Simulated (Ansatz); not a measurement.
## AlN (F-43m):V_Al-Bi_N, thermodynamic levels from a 54-atom cell

Aim: at which Fermi levels does V_Al-Bi_N in AlN (F-43m) change its charge? The model is a cell of 54 host atoms with 1 site emptied and Bi put on another atom's site.

Method: place-levels on r2SCAN runs: charge-transition levels and formation energies with image-charge correction and potential alignment at the atomic sites; PAW set soft_1, in Ansatz 0.2.0.

### Step 1. The structure

The cell holds 53 atoms: 26 Al, 26 N and 1 Bi. Its edges and angles: a = 9.269 Å, b = 9.269 Å, c = 9.269 Å, α = 60.0°, β = 60.0°, γ = 60.0°. It derives from AlN (space group F-43m). Nearest the centre at fractional (0.375, 0.542, 0.708): Bi30 at 0.95 Å, Al29 at 2.38 Å, N34 at 2.38 Å, Al46 at 2.38 Å, Al25 at 2.38 Å, N18 at 2.38 Å, N35 at 2.38 Å, N28 at 3.23 Å.

Coordinates:

```xyz
53
Lattice="0.0000 6.5542 6.5542 6.5542 0.0000 6.5542 6.5542 6.5542 0.0000" Properties=species:S:1:pos:R:3 pbc="T T T"
Al    0.0000    0.0000    0.0000
N     1.0924    1.0924    1.0924
Al    2.1847    2.1847    0.0000
N     3.2771    3.2771    1.0924
Al    4.3695    4.3695    0.0000
N     5.4618    5.4618    1.0924
Al    2.1847    0.0000    2.1847
N     3.2771    1.0924    3.2771
Al    4.3695    2.1847    2.1847
N     5.4618    3.2771    3.2771
Al    6.5542    4.3695    2.1847
N     7.6466    5.4618    3.2771
Al    4.3695    0.0000    4.3695
N     5.4618    1.0924    5.4618
Al    6.5542    2.1847    4.3695
N     7.6466    3.2771    5.4618
Al    8.7389    4.3695    4.3695
N     9.8313    5.4618    5.4618
Al    0.0000    2.1847    2.1847
N     1.0924    3.2771    3.2771
Al    2.1847    4.3695    2.1847
N     3.2771    5.4618    3.2771
Al    4.3695    6.5542    2.1847
N     5.4618    7.6466    3.2771
Al    2.1847    2.1847    4.3695
N     3.2771    3.2771    5.4618
Al    4.3695    4.3695    4.3695
N     5.4618    5.4618    5.4618
Al    6.5542    6.5542    4.3695
Bi    7.6466    7.6466    5.4618
Al    4.3695    2.1847    6.5542
N     5.4618    3.2771    7.6466
Al    6.5542    4.3695    6.5542
N     7.6466    5.4618    7.6466
N     9.8313    7.6466    7.6466
Al    0.0000    4.3695    4.3695
N     1.0924    5.4618    5.4618
Al    2.1847    6.5542    4.3695
N     3.2771    7.6466    5.4618
Al    4.3695    8.7389    4.3695
N     5.4618    9.8313    5.4618
Al    2.1847    4.3695    6.5542
N     3.2771    5.4618    7.6466
Al    4.3695    6.5542    6.5542
N     5.4618    7.6466    7.6466
Al    6.5542    8.7389    6.5542
N     7.6466    9.8313    7.6466
Al    4.3695    4.3695    8.7389
N     5.4618    5.4618    9.8313
Al    6.5542    6.5542    8.7389
N     7.6466    7.6466    9.8313
Al    8.7389    8.7389    8.7389
N     9.8313    9.8313    9.8313
```

Screening for the image-charge correction: ε∞ = 4.64, ε0 = 8.51, computed on the host (DFPT, PBEsol, on the r2SCAN cell), and a cell off the functional's own equilibrium shifts the ionic part.

The cell's shortest repeat is 9.3 Å.

### Step 2. What was run first

A transition level is the Fermi level at which two charge states cost the same, so each charge needs its own total energy, at its own relaxed structure.

Random displacements of about 0.05 Å break the site symmetry at the start, so that the relaxation can reach a distorted minimum if there is one. Forces are taken at one point at (¼, ¼, ¼). The cell holds 3 electrons more than the neutral one, with a uniform background that keeps it neutral on the whole.

The sampling was tested on the host first: at the k-points planned (1x1x1 shifted 0.25 0.25 0.25) its energy lies 0.045 eV an atom from the dense-mesh value, so the final energies take a denser sampling.

One state's input; the others differ in charge, spin, start and seed, and in occupations where the table says so.

qm3.relax/input.yaml reads:

```yaml
crystal:
  lattice:
    - [0.0, 2.18472995, 2.18472995]
    - [2.18472995, 0.0, 2.18472995]
    - [2.18472995, 2.18472995, 0.0]
  atoms:
    - { symbol: Al, position: [0.0, 0.0, 0.0] }
    - { symbol: "N", position: [0.25, 0.25, 0.25] }
  supercell: [3, 3, 3]
  defects: [{ vacancy: 34 }, { substitution: { at: 29, symbol: Bi } }]
total_charge: -3
basis:
  ecutwfc: 500
  xc_grid: 2
hamiltonian:
  xc: r2scan
  pseudopotentials: { kind: paw, azcp: { folder: soft_1 } }
kpoints:
  mp_grid: { grid: [1, 1, 1], shift: [0.25, 0.25, 0.25] }
scf:
  occupations: { method: fixed }
  max_iter: 80
output:
  forces: true
  charged_corrections:
    epsilon: 4.64
    static_epsilon: 8.51
    defect_position: [0.375, 0.541667, 0.708333]
relax:
  f_tol: 0.02
  max_steps: 80
  random_displacement: { amplitude: 0.05, seed: 6369 }
checkpoint:
  write: "../qm3.relax.run"
  compress: false
  write_wavefunctions: true
  write_every: 100000
```

The run is started by

```bash
ansatz run input.yaml --threads 4 --pin off --max-ram 7536MiB --backend cpu --events-out ev --progress --plain --runs-dir out
```

Defect states can disperse in a cell of this size, so the energy is taken again at a 2×2×2 shifted mesh, on the relaxed structure.

The run of this state that the levels use, under r2SCAN:

qm3.point/input.yaml reads:

```yaml
crystal:
  checkpoint: "../qm3.relax.run"
  host: checkpoint
total_charge: -3
basis:
  ecutwfc: 500
  xc_grid: 2
hamiltonian:
  xc: r2scan
  pseudopotentials: { kind: paw, azcp: { folder: soft_1 } }
kpoints:
  mp_grid: { grid: [2, 2, 2], shift: [0.5, 0.5, 0.5] }
scf:
  occupations: { method: fermi_dirac, width: 0.01 }
  max_iter: 80
output:
  forces: true
  eigenvalues: true
  charged_corrections:
    epsilon: 4.64
    static_epsilon: 8.51
    defect_position: [0.375, 0.541667, 0.708333]
  eigenstates: { localisation: true }
  populations: true
checkpoint:
  read: "../qm3.relax.run"
  write: "../qm3.point.run"
  compress: false
  write_wavefunctions: false
  write_every: 100000
```

Relaxations under r2SCAN at one point at (¼, ¼, ¼); times on 4 threads of Arm Neoverse V1, shared host:

```tsv
charge	moment (μB)	occupations	outcome	steps	largest displacement against the far atoms (Å)	time
−3	0	fixed	converged	12	1.17	89 s
−3	2	fixed	converged	11	1.00	4 min
−2	1	fixed	converged	10	1.08	3.2 min
−1	0	fixed	converged	11	1.02	90 s
−1	2	fixed	converged	10	1.21	3.1 min
0	1	fixed	converged	11	1.18	3.7 min
+1	0	fixed	converged	16	1.38	2.5 min
+1	2	fixed	converged	38	1.51	11 min
```

Single points under r2SCAN at a 2×2×2 shifted mesh; times on 4 threads of Arm Neoverse V1, shared host:

```tsv
charge	moment (μB)	occupations	outcome	time
−3	0	fermi-dirac	converged	44 s
−3	2	fermi-dirac	converged	1.9 min
−2	1	fermi-dirac	converged	1.9 min
−1	0	fermi-dirac	converged	48 s
−1	2	fermi-dirac	converged	2.1 min
0	1	fermi-dirac	converged	1.8 min
+1	0	fermi-dirac	converged	45 s
+1	2	fermi-dirac	converged	1.9 min
```

Distances (Å) from the ideal centre to the nearest atoms after relaxation with r2SCAN:

```tsv
charge	moment (μB)	1.	2.	3.	4.	5.	6.
−3	0	Bi 0.18	Al 2.42	Al 2.43	Al 2.43	N 2.73	N 2.74
−3	2	Bi 0.07	Al 2.50	Al 2.51	N 2.62	Al 2.67	N 2.68
−2	1	Bi 0.11	Al 2.47	Al 2.50	Al 2.50	N 2.64	N 2.64
−1	0	Bi 0.06	N 2.53	N 2.53	Al 2.53	Al 2.55	Al 2.56
−1	2	Bi 0.24	Al 2.49	Al 2.49	Al 2.51	N 2.59	N 2.59
0	1	Bi 0.21	N 2.52	N 2.53	N 2.54	Al 2.55	Al 2.56
+1	0	Bi 0.47	N 2.40	N 2.53	N 2.54	Al 2.54	Al 2.55
+1	2	Bi 0.54	N 2.53	Al 2.54	N 2.54	Al 2.54	Al 2.54
```

### Step 3. Levels against the band edges, r2SCAN

A charged cell interacts with its images and the background, and its potential has another zero than the host's. place-levels removes the first by a point-charge model, screened by the static dielectric constant since the ions have relaxed around the charge, and the second by comparing potentials at atoms far from the defect.

The host is a run of the defect-free crystal in the same cutoffs, grids and k-points, so that basis and sampling errors cancel in part in the differences. The host is run in a cell of 2 atoms on a matching mesh. Its band edges are searched through the zone by a band path, so the gap is smaller than, or equal to, that on the mesh. Chemical potentials are energies per atom of Al (fcc), N (N2 molecule) and Bi (A7 rhombohedral), run with the same functional and cutoff.

levels.point.yaml reads:

```yaml
host:
  run: host.point.run
states: [qm3.point.run, qm3_M2.point.run, qm2_M1.point.run, qm1.point.run, qm1_M2.point.run, q0_M1.point.run, qp1.point.run, qp1_M2.point.run]
geometry_from:
  qm3.point.run: qm3.relax.run
  qm3_M2.point.run: qm3_M2.relax.run
  qm2_M1.point.run: qm2_M1.relax.run
  qm1.point.run: qm1.relax.run
  qm1_M2.point.run: qm1_M2.relax.run
  q0_M1.point.run: q0_M1.relax.run
  qp1.point.run: qp1.relax.run
  qp1_M2.point.run: qp1_M2.relax.run
  host.point.run: host.relax.run
chemical_potentials:
  Al:
    energy: -540.418346
    dataset: <sha256 of the dataset>
  "N":
    energy: -384.814403
    dataset: "<sha256 of the dataset>"
  Bi:
    energy: -12413.333252
    dataset: "<sha256 of the dataset>"
epsilon: 4.64
static_epsilon: 8.51
vertical:
  - { from: qm3.point.run, to: qm3.point_neutral.run }
  - { from: qm3_M2.point.run, to: qm3_M2.point_neutral.run }
  - { from: qm2_M1.point.run, to: qm2_M1.point_neutral.run }
  - { from: qm1.point.run, to: qm1.point_neutral.run }
  - { from: qm1_M2.point.run, to: qm1_M2.point_neutral.run }
  - { from: qp1.point.run, to: qp1.point_neutral.run }
  - { from: qp1_M2.point.run, to: qp1_M2.point_neutral.run }
```

The run is started by

```bash
ansatz place-levels levels.point.yaml -- --threads 4 --pin off --max-ram 7536MiB
```

Numbers of over 12 decimals in the logs are rounded to 6 here.

The log of the run:

```text
[... repeated set-up lines and file paths are left out, and long positions are rounded to six places ...]
(+1/0) 3.002 eV above the valence edge, 0.917 eV under the conduction edge
(0/-1) 3.259 eV above the valence edge, 0.659 eV under the conduction edge
(-1/-2) 4.018 eV above the valence edge, in the conduction band
(-2/-3) 4.142 eV above the valence edge (+4.743 eV without the band-filling correction), in the conduction band
formation energy of charge +1: +8.952 eV with the Fermi level at the valence edge
formation energy of charge 0: +11.954 eV with the Fermi level at the valence edge
formation energy of charge -1: +15.213 eV with the Fermi level at the valence edge
formation energy of charge -2: +19.231 eV with the Fermi level at the valence edge
formation energy of charge -3: +23.372 eV with the Fermi level at the valence edge
vertical -3 to 0: no energy, since no alignment is typed
  the change from vertical[0].from (qm3.point.run) to vertical[0].to (qm3.point_neutral.run): by its potential at epsilon 4.64 it stands at 0.402 0.589 0.735, with an rms radius of about 2.2 Å (1.1 1.6 1.1 Å across the planes of the cell's vectors); [...]
vertical -3 to 0: no energy, since no alignment is typed
  the change from vertical[1].from (qm3_M2.point.run) to vertical[1].to (qm3_M2.point_neutral.run): by its potential at epsilon 4.64 it stands at 0.388 0.463 0.689, with an rms radius of about 2.9 Å (1.9 1.8 1.2 Å across the planes of the cell's vectors); [...]
vertical -2 to 0: no energy, since no alignment is typed
  the change from vertical[2].from (qm2_M1.point.run) to vertical[2].to (qm2_M1.point_neutral.run): by its potential at epsilon 4.64 it stands at 0.398 0.559 0.731, with an rms radius of about 2.1 Å (1.1 1.4 1.1 Å across the planes of the cell's vectors); [...]
vertical -1 to 0: no energy, since no alignment is typed
  the change from vertical[3].from (qm1.point.run) to vertical[3].to (qm1.point_neutral.run): by its potential at epsilon 4.64 it stands at 0.389 0.520 0.722, with an rms radius of about 1.8 Å (1.0 1.0 1.0 Å across the planes of the cell's vectors); [...]
vertical -1 to 0: no energy, since no alignment is typed
  the change from vertical[4].from (qm1_M2.point.run) to vertical[4].to (qm1_M2.point_neutral.run): by its potential at epsilon 4.64 it stands at 0.393 0.560 0.726, with an rms radius of about 2.0 Å (1.0 1.4 1.0 Å across the planes of the cell's vectors); [...]
vertical +1 to 0: no energy, since no alignment is typed
  the change from vertical[5].from (qp1.point.run) to vertical[5].to (qp1.point_neutral.run): by its potential at epsilon 4.64 it stands at 0.397 0.528 0.731, with an rms radius of about 2.1 Å (0.8 1.8 0.8 Å across the planes of the cell's vectors); [...]
vertical +1 to 0: no energy, since no alignment is typed
  the change from vertical[6].from (qp1_M2.point.run) to vertical[6].to (qp1_M2.point_neutral.run): by its potential at epsilon 4.64 it stands at 0.419 0.496 0.752, with an rms radius of about 2.5 Å (1.1 1.9 1.1 Å across the planes of the cell's vectors); [...]
  edges by r2scan, gap 3.918 eV; the host is sampled to repeats of 18.54 Å
  the defect's cells are sampled to repeats of 18.54 Å, like sampling
  charge +1: -36553.6831 eV with its correction of +0.659 eV, at epsilon 8.51, aligned at sites: +0.3630 eV, mean over 16 atomic sites at or beyond 4.63 Å from the defect at [0.3750, 0.5417, 0.7083], with +0.000000 for the charge's moments and without [...]
  charge 0: +0.000 eV for its dipole among its images, +0.000 omitted
  charge -1: -36534.0210 eV with its correction of -0.098 eV, at epsilon 8.51, aligned at sites: +0.3939 eV, mean over 16 atomic sites at or beyond 4.63 Å from the defect at [0.3750, 0.5417, 0.7083], with +0.000000 for the charge's moments and without [...]
  charge -2: -36523.3025 eV with its correction of +0.375 eV, at epsilon 8.51, aligned at sites: +0.4042 eV, mean over 16 atomic sites at or beyond 4.63 Å from the defect at [0.3750, 0.5417, 0.7083], with +0.000000 for the charge's moments and without [...]
  charge -3: -36511.8586 eV with its correction of +1.389 eV, at epsilon 8.51, aligned at sites: +0.4247 eV, mean over 16 atomic sites at or beyond 4.63 Å from the defect at [0.3750, 0.5417, 0.7083], with +0.000000 for the charge's moments and without [...]
  charge +1: states[6] (qp1.point.run) stands 0.251 eV higher, with a moment of 0.00 μB against 2.00
  charge -1: states[3] (qm1.point.run) stands 0.074 eV higher, with a moment of 0.00 μB against 2.00
  charge -3: states[1] (qm3_M2.point.run) stands 0.841 eV higher, with a moment of 2.00 μB against 0.00
  of states[7] (qp1_M2.point.run): it parts from the run at its places by a charge that spreads by about 1.9 Å along one vector (1.3 Å or more is wide), by its potential at epsilon 4.64, taken for that of held ions (one typed too small widens it), where the [...]
  of states[5] (q0_M1.point.run): its sublattices stand up to 0.0108 Å off the host's, which by the two runs' forces adds about +0.02 eV to its energy against the host's, and moves the band edges: relax the crystal first, and build the cells on it; [...]
  of states[4] (qm1_M2.point.run): it parts from the run at its places by a charge that spreads by about 1.4 Å along one vector (1.3 Å or more is wide), by its potential at epsilon 4.64, taken for that of held ions (one typed too small widens it), where the [...]
  of states[2] (qm2_M1.point.run): it parts from the run at its places by a charge that spreads by about 1.4 Å along one vector (1.3 Å or more is wide), by its potential at epsilon 4.64, taken for that of held ions (one typed too small widens it), where the [...]
  of states[0] (qm3.point.run): it parts from the run at its places by a charge that spreads by about 1.6 Å along one vector (1.3 Å or more is wide), by its potential at epsilon 4.64, taken for that of held ions (one typed too small widens it), where the cell [...]
  of states[6] (qp1.point.run): it parts from the run at its places by a charge that spreads by about 1.8 Å along one vector (1.3 Å or more is wide), by its potential at epsilon 4.64, taken for that of held ions (one typed too small widens it), where the cell [...]
  of states[3] (qm1.point.run): its alignment with the host at atomic sites is doubtful: the mean over the far sites moves by +0.0729 eV from their farther parts to their nearer, more than 0.05 eV. [...]
  of states[1] (qm3_M2.point.run): it parts from the run at its places by a charge that spreads by about 1.9 Å along one vector (1.3 Å or more is wide), by its potential at epsilon 4.64, taken for that of held ions (one typed too small widens it), where the [...]
  of vertical[0].from (qm3.point.run): its displacements don't fall off away from the defect: farther atoms stand 0.018 Å off the host's places. [...]
  of vertical[0].to (qm3.point_neutral.run): its displacements don't fall off away from the defect: farther atoms stand 0.018 Å off the host's places. [...]
  of vertical[1].from (qm3_M2.point.run): its displacements don't fall off away from the defect: farther atoms stand 0.035 Å off the host's places. [...]
  of vertical[1].to (qm3_M2.point_neutral.run): its displacements don't fall off away from the defect: farther atoms stand 0.035 Å off the host's places. [...]
  of vertical[2].from (qm2_M1.point.run): its displacements don't fall off away from the defect: farther atoms stand 0.023 Å off the host's places. [...]
  of vertical[2].to (qm2_M1.point_neutral.run): its displacements don't fall off away from the defect: farther atoms stand 0.023 Å off the host's places. [...]
  of vertical[3].from (qm1.point.run): its displacements don't fall off away from the defect: farther atoms stand 0.031 Å off the host's places. [...]
  of vertical[3].to (qm1.point_neutral.run): its displacements don't fall off away from the defect: farther atoms stand 0.031 Å off the host's places. [...]
  of vertical[4].from (qm1_M2.point.run): its displacements don't fall off away from the defect: farther atoms stand 0.021 Å off the host's places. [...]
  of vertical[4].to (qm1_M2.point_neutral.run): its displacements don't fall off away from the defect: farther atoms stand 0.021 Å off the host's places. [...]
  of vertical[5].from (qp1.point.run): its displacements don't fall off away from the defect: farther atoms stand 0.026 Å off the host's places. [...]
  of vertical[5].to (qp1.point_neutral.run): its displacements don't fall off away from the defect: farther atoms stand 0.026 Å off the host's places. [...]
  of vertical[6].from (qp1_M2.point.run): its displacements don't fall off away from the defect: farther atoms stand 0.014 Å off the host's places. [...]
  of vertical[6].to (qp1_M2.point_neutral.run): its displacements don't fall off away from the defect: farther atoms stand 0.014 Å off the host's places. [...]
```

It took 0.99 s on 4 threads of Arm Neoverse V1, shared host.

(Continued in part 2 of 2.)

[Logs are printed without paths, hosts, clocks, repeated set-up lines and the standing remarks that a program may print on its own settings, such as how far it seeks lower states.]

[Hosts, paths, dates, database ids (printed as entryN), source tags and the programs' standing remarks are cut or masked in the printed files.]

[Where a table of states has a column of steps, it counts the stored structures, which are thinned; the runs took as many ionic steps or more.]

[A defect's name tells the site on which it was built; relaxed atoms can leave that site.]

[For some hosts the program warned that the k-mesh of the response run may be too coarse for force constants and the static dielectric constant; such warnings are not shown here.]
